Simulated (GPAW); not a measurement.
## How SiAu3 absorbs and reflects light

Aim: the dielectric function of SiAu3, and the optical constants that follow from it.

Calculated with GPAW 26.7.0; DFT, LDA, plane-wave PAW (GPAW data sets), scalar-relativistic, RPA, optical limit.

Most raw output is cut from this account.

## (1) The starting structure

The structure is cubic, space group Fm-3m (No. 225). Conventional cell: a = 6.571 Å, b = 6.571 Å, c = 6.571 Å, α = 90.00°, β = 90.00°, γ = 90.00°. Nearest to Au lie 8 Au at 2.85 Å. Nearest to Au lie 4 Si at 2.85 Å and 4 Au at 2.85 Å. Nearest to Si lie 8 Au at 2.85 Å. Farther neighbours are not listed.

## (2) Ground state

First the ground state: is it a metal or has it a gap?

This step: DFT, LDA, plane-wave PAW (GPAW data sets), scalar-relativistic, ground state (GPAW 26.7.0).

The input, gs.py:

```python
from ase import Atoms
from ase.dft.bandgap import bandgap
from gpaw import GPAW, PW, FermiDirac

atoms = Atoms(['Au', 'Au', 'Au', 'Si'],
              cell=[[0.00000000, 3.28573400, 3.28573400],
                    [3.28573400, 0.00000000, 3.28573400],
                    [3.28573400, 3.28573400, 0.00000000]],
              scaled_positions=[[0.50000000, 0.50000000, 0.50000000],
                                [0.75000000, 0.75000000, 0.75000000],
                                [0.25000000, 0.25000000, 0.25000000],
                                [0.00000000, 0.00000000, 0.00000000]],
              pbc=[True, True, True])
atoms.calc = GPAW(mode=PW(400), xc='LDA', kpts={'size': (6, 6, 6), 'gamma': True},
                  occupations=FermiDirac(0.05), maxiter=150, txt='gs.txt')
print('energy (eV)', atoms.get_potential_energy())
print('Fermi level (eV)', atoms.calc.get_fermi_level())
print('valence electrons', atoms.calc.get_number_of_electrons())
print('gap (eV)', bandgap(atoms.calc, output=None)[0])
print('direct gap (eV)', bandgap(atoms.calc, direct=True, output=None)[0])
atoms.calc.write('gs.gpw')
```

Command:

```bash
OMP_NUM_THREADS=1 python gs.py
```

Elapsed: 8.9 s, on 1 thread of Intel Xeon 6975P-C (Granite Rapids), shared host; peak memory 0.16 GiB.

Numbers from this step:

* energy: -18.28 eV
* Fermi energy: 9.101 eV
* electrons: 37

There are states at the Fermi level within the smearing, so the occupations stay smeared and the carriers get a Drude term.

## (3) Bands for the response

At the fixed density, many empty bands are solved on the mesh of the response, since the spectrum sums over them.

This step: DFT, LDA, plane-wave PAW (GPAW data sets), scalar-relativistic, bands at fixed density (GPAW 26.7.0).

The input, nscf.py:

```python
from ase.dft.bandgap import bandgap
from gpaw import GPAW, FermiDirac

calc = GPAW('gs.gpw').fixed_density(kpts={'size': (8, 8, 8), 'gamma': True}, nbands=41, convergence={'bands': 35},
                                    occupations=FermiDirac(0.05), txt='nscf.txt')
print('gap (eV)', bandgap(calc, output=None)[0])
print('direct gap (eV)', bandgap(calc, direct=True, output=None)[0])
calc.write('full.gpw', mode='all')
```

Command:

```bash
OMP_NUM_THREADS=1 python nscf.py
```

Elapsed: 28 s, on 1 thread; peak memory 0.19 GiB.

## (4) Dielectric function, RPA

Transitions between filled and empty bands, summed over the zone, give the optical response, so mesh, band count and broadening shape it.

The induced potential is part of this response.

This step: DFT, LDA, plane-wave PAW (GPAW data sets), scalar-relativistic, RPA, optical limit (GPAW 26.7.0).

The input, df.py:

```python
from gpaw.response.df import DielectricFunction

df = DielectricFunction('full.gpw', frequencies={'type': 'nonlinear', 'domega0': 0.03, 'omega2': 8},
                        ecut=80,
                        eta=0.1,
                        nbands=35,
                        rate=0.1,
                        txt='df.txt')
for direction in ['x']:
    df.get_dielectric_function(xc='RPA', direction=direction, filename=f'df_{direction}.csv')
```

Command:

```bash
OMP_NUM_THREADS=1 python df.py
```

It took 8.8 s on 1 thread; peak memory 0.47 GiB.

Some rows of df_x.csv (energy; Re and Im without local fields; Re and Im with them):

```text
0.000000, 1074.486580, -0.000000, 1072.221742, -0.000000
0.460735, 44.825984, 46.060072, 43.583133, 45.527291
0.943989, -4.407099, 94.744722, -4.915553, 95.835118
1.451455, 4.567697, 46.664599, 2.036458, 39.066937
1.984998, -15.767289, 21.372402, -15.087200, 20.676011
2.546682, -12.648406, 17.002211, -10.536175, 16.029678
3.138794, -7.666785, 8.913443, -7.080540, 9.570104
3.763875, -5.804208, 7.970830, -6.328631, 9.485861
4.424758, -3.357936, 6.414538, -3.503800, 6.659309
5.124608, -2.985656, 6.281375, -3.092358, 6.256104
5.866977, -2.957049, 4.857404, -3.138472, 4.959336
6.655862, -1.942876, 3.683553, -2.213205, 3.722537
7.495775, -2.506270, 3.546158, -2.598929, 3.546700
8.391833, -2.468035, 2.712020, -2.544720, 2.657638
9.349861, -1.649400, 1.847654, -1.701639, 1.772090
10.376517, -0.955721, 1.443810, -1.034479, 1.355682
11.479449, -0.353734, 1.745678, -0.360220, 1.552548
12.667487, -0.370664, 1.501116, -0.282651, 1.348259
13.950874, -0.388760, 1.145850, -0.335980, 1.108420
```

The Im ε, E ∥ x has structure finer than the step of the table below, so its rows give means over 0.5 eV, whole bins alone (the curve runs from 0.305 to 15.1 eV). Peaks (eV: height): 0.75: 142, 1.59: 46.6.

Sum at mesh points, not converged in k. Im ε, E ∥ x against photon energy; means over each step:

photon energy (eV), Im ε, E ∥ x and a bar:
```
      1.0         89 ##############################
      1.5         38 #############
      2.0         25 ########
      2.5         20 ######
      3.0         11 ###
      3.5         11 ###
      4.0          8 ###
      4.5          6 ##
      5.0          6 ##
      5.5          6 ##
      6.0          5 #
      6.5          4 #
      7.0          4 #
      7.5          3 #
      8.0          3 #
      8.5          2 
      9.0          2 
      9.5          2 
     10.0          1 
     10.5          1 
     11.0          1 
     11.5          1 
     12.0          1 
     12.5          1 
     13.0          1 
     13.5          1 
     14.0          1 
     14.5          1
```

Values under 1 per cm are given as 1; sum at mesh points, not converged in k. Absorption coefficient, E ∥ x against photon energy:

```tsv
photon energy (eV)	absorption coefficient, E ∥ x (1/cm)
0.492	1.4e5
1.010	7.1e5
1.486	6.9e5
1.985	9.1e5
2.508	1.0e6
3.018	1.0e6
3.510	1.0e6
3.980	1.1e6
4.516	1.1e6
4.981	1.1e6
5.515	1.2e6
6.021	1.2e6
6.494	1.3e6
6.985	1.3e6
7.496	1.4e6
8.026	1.4e6
8.516	1.5e6
9.023	1.3e6
9.483	1.3e6
10.026	1.3e6
10.519	1.2e6
11.029	1.0e6
11.479	1.2e6
12.023	1.2e6
12.504	1.1e6
13.000	1.2e6
13.512	1.1e6
14.040	1.2e6
14.493	1.1e6
14.960	1.2e6
```

The reflectivity at normal incidence, E ∥ x has structure finer than the step of the table below, so its rows give means over 0.5 eV, whole bins alone (the curve runs from 0.305 to 15.1 eV). Peaks (eV: height): 1.18: 80.1, 1.91: 72.4, 2.39: 70.2, 3.72: 59.5, 8.58: 54.1, 11.94: 31.5, 12.92: 31.7.

Sum at mesh points, not converged in k. The reflectivity at normal incidence, E ∥ x by photon energy; means over each step:

photon energy (eV), reflectivity at normal incidence, E ∥ x (%) and a bar from the least value:
```
      1.0       76.9 ##############################
      1.5       67.8 #########################
      2.0       66.5 #########################
      2.5       66.5 #########################
      3.0       63.2 #######################
      3.5       54.8 ##################
      4.0       56.7 ###################
      4.5       53.1 #################
      5.0       47.6 ###############
      5.5       46.6 ##############
      6.0       47.5 ###############
      6.5       46.5 ##############
      7.0       43.8 #############
      7.5       47.3 ##############
      8.0       46.4 ##############
      8.5       51.5 #################
      9.0       45.0 #############
      9.5       46.4 ##############
     10.0       43.4 ############
     10.5       38.7 ##########
     11.0       32.8 #######
     11.5       25.5 ###
     12.0       30.1 #####
     12.5       25.5 ###
     13.0       29.3 #####
     13.5       24.1 ##
     14.0       23.4 ##
     14.5       19.9
```

The loss function −Im 1/ε at q → 0, E ∥ x has structure finer than the step of the table below, so its rows give means over 0.5 eV, whole bins alone (the curve runs from 0.305 to 15.1 eV). Peaks (eV: height): 11.10: 0.794, 12.50: 0.799, 13.60: 1.02, 14.22: 1.02.

Sum at mesh points, not converged in k. Loss function −Im 1/ε at q → 0, E ∥ x against energy loss; means over each step:

```tsv
energy loss (eV)	loss function −Im 1/ε at q → 0, E ∥ x
1.0	0.0108
1.5	0.0245
2.0	0.0343
2.5	0.0388
3.0	0.0590
3.5	0.0771
4.0	0.0847
4.5	0.111
5.0	0.132
5.5	0.145
6.0	0.151
6.5	0.177
7.0	0.188
7.5	0.190
8.0	0.216
8.5	0.215
9.0	0.296
9.5	0.321
10.0	0.407
10.5	0.499
11.0	0.690
11.5	0.636
12.0	0.649
12.5	0.748
13.0	0.733
13.5	0.917
14.0	0.901
14.5	0.927
```

The Im ε, E ∥ x has structure finer than the step of the table below, so its rows give means over 0.5 eV, whole bins alone (the curve runs from 0.305 to 15.1 eV). Peaks (eV: height): without local fields 0.75: 143, 1.56: 52.9; with local fields 0.75: 142, 1.59: 46.6.

Sum at mesh points, not converged in k. Table of Im ε, E ∥ x by photon energy; means over each step:

```tsv
photon energy (eV)	without local fields	with local fields
1.0	87.8	88.7
1.5	41.9	37.9
2.0	25.8	24.9
2.5	20.7	19.8
3.0	10.5	11.2
3.5	9.84	10.9
4.0	7.78	8.41
4.5	6.08	6.36
5.0	6.05	6.16
5.5	5.43	5.54
6.0	4.90	4.98
6.5	4.03	4.09
7.0	4.25	4.13
7.5	3.53	3.49
8.0	3.04	2.97
8.5	2.39	2.33
9.0	2.06	1.99
9.5	1.74	1.67
10.0	1.45	1.40
10.5	1.41	1.32
11.0	1.22	1.11
11.5	1.64	1.47
12.0	1.43	1.29
12.5	1.36	1.23
13.0	1.23	1.17
13.5	1.08	1.02
14.0	1.11	1.06
14.5	1.17	1.07
```

From ε follow the optical constants at some laser and lamp lines:

```tsv
wavelength (nm)	n	k	R (%)	1/α
1550	8.28	7.463	76.7	17 nm
1064	4.08	7.432	79.9	11 nm
633	2.39	4.710	71.6	11 nm
532	2.92	4.598	68.0	9.2 nm
405	1.64	3.237	62.4	10.0 nm
248	1.38	2.203	47.5	9.0 nm
193	1.06	1.993	48.5	7.7 nm
```

A polished face would reflect 65 % of daylight and look light grey (CIE x = 0.311, y = 0.326 under D65).

## (5) Results

What this shows: At this level (LDA, RPA) SiAu3 is a metal. The mesh is too coarse to trust the carriers' weight, the reflectivity or the colour to better than tens of per cent. A polished face would reflect 65 % of daylight and look light grey (CIE x = 0.311, y = 0.326 under D65). The carriers' damping of 0.1 eV is typed, not computed; it shapes the response at the lowest energies. Spin-orbit coupling is left out although heavy atoms are present. The curves end at 15 eV, about where the summed bands run out. In this version of GPAW the matrix elements of the optical limit are incomplete, which can lower ε − 1 by up to a tenth where first-row anions or d states rule, and shift it by more in d metals. GPAW's carrier term has the form −ωp²/(ω + i·rate)², which damps like twice the rate and fails at low energy, so the curves leave the lowest energies out. The sum runs over mesh points 0.21 Å⁻¹ apart with no interpolation, so peaks are partly noise of the mesh, and the Drude plasma energy, a sum over the Fermi surface, isn't converged.

[Machine, clock and banner lines and Python warnings are left out of the logs.]

[Logs are printed without paths, hosts, clocks, repeated set-up lines and the standing remarks that a program may print on its own settings, such as how far it seeks lower states.]

[Hosts, paths, dates, database ids (printed as entryN), source tags and the programs' standing remarks are cut or masked in the printed files.]
